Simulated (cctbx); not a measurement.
# Symmetry from intensities

Cell: a = 5.9160 Å, b = 5.9160 Å, c = 4.9040 Å, α = 90.00°, β = 90.00°, γ = 120.00°. Expected content of the cell: Sm1 Cd5.

Simulated single-crystal data (cctbx): synchrotron X-rays, λ = 0.6889 Å, to d = 0.75 Å, 95 % of the full sphere, strongest reflection 20000 counts, noise from counting, a 6 % proportional error and a noise floor of 2 counts (s.d.); no absorption.

A first pass over the reflections prints:

```text
1411 reflections to d = 0.753 A
centring   violations  <I/sigma> of those
    A        653 of   705     10.7
    B        654 of   706     10.6
    C        685 of   699     11.3
    I        659 of   714     10.7
    R        915 of   950     11.8
    F        996 of  1055     10.9
Laue class    unique    Rint  (classes that these axes allow; Friedel mates merged)
P -1              734   0.036
P 1 1 2/m         410   0.046
P -3              249   0.049
P -3 1 m          147   0.051
P -3 m 1          161   0.050
P 6/m             141   0.051
P 6/m m m         100   0.052
space group    extra absences  I>4sigma  <I/sigma>
P 6 2 2                 0          0         -  acentric
P 6 m m                 0          0         -  acentric
P -6 m 2                0          0         -  acentric
P -6 2 m                0          0         -  acentric
P 6/m m m               0          0         -  centric
Wilson B = 1.00 A^2   <|E^2-1|> = 0.751 (0.968 centric, 0.736 acentric)   E^2>4: 0.0 %
shell (A)         n   <I/sigma>
 5.12 - 1.50     18     36.1
 1.50 - 1.19     14     41.2
 1.19 - 1.04     11     46.2
 1.04 - 0.95     13     43.3
 0.95 - 0.88     11     43.8
 0.88 - 0.83     11     39.3
 0.83 - 0.79     11     39.5
 0.79 - 0.75     11     34.6
```

Q: Read the symmetry from these tables.

Every centring test has many violations, so the lattice is primitive.

Rint stays low (0.036 to 0.052) up to P 6/m m m, the highest class in these axes.

5 settings pass the absence test. No glide or screw absences show, which leaves P 6 2 2, P 6 m m, P -6 m 2, P -6 2 m and P 6/m m m.

⟨|E²−1|⟩ = 0.751 leans to a non-centrosymmetric structure. Here that hint misleads: the statistic assumes many like atoms on general positions, and few, heavy or special-position atoms break it. The Wilson B of 1.00 Å² means U ≈ 0.0127 Å².

The true group is P6/mmm (no. 191), Laue class 6/mmm, centrosymmetric. The tables only narrow the choice to the tied entries; cell content, site symmetry and trial solutions must settle it.

The model was made for the exercise: a known structure type with other elements put in, its volume estimated, not relaxed; displacement parameters are assumed.

[Logs are printed without paths, hosts, clocks, repeated set-up lines and the standing remarks that a program may print on its own settings, such as how far it seeks lower states.]
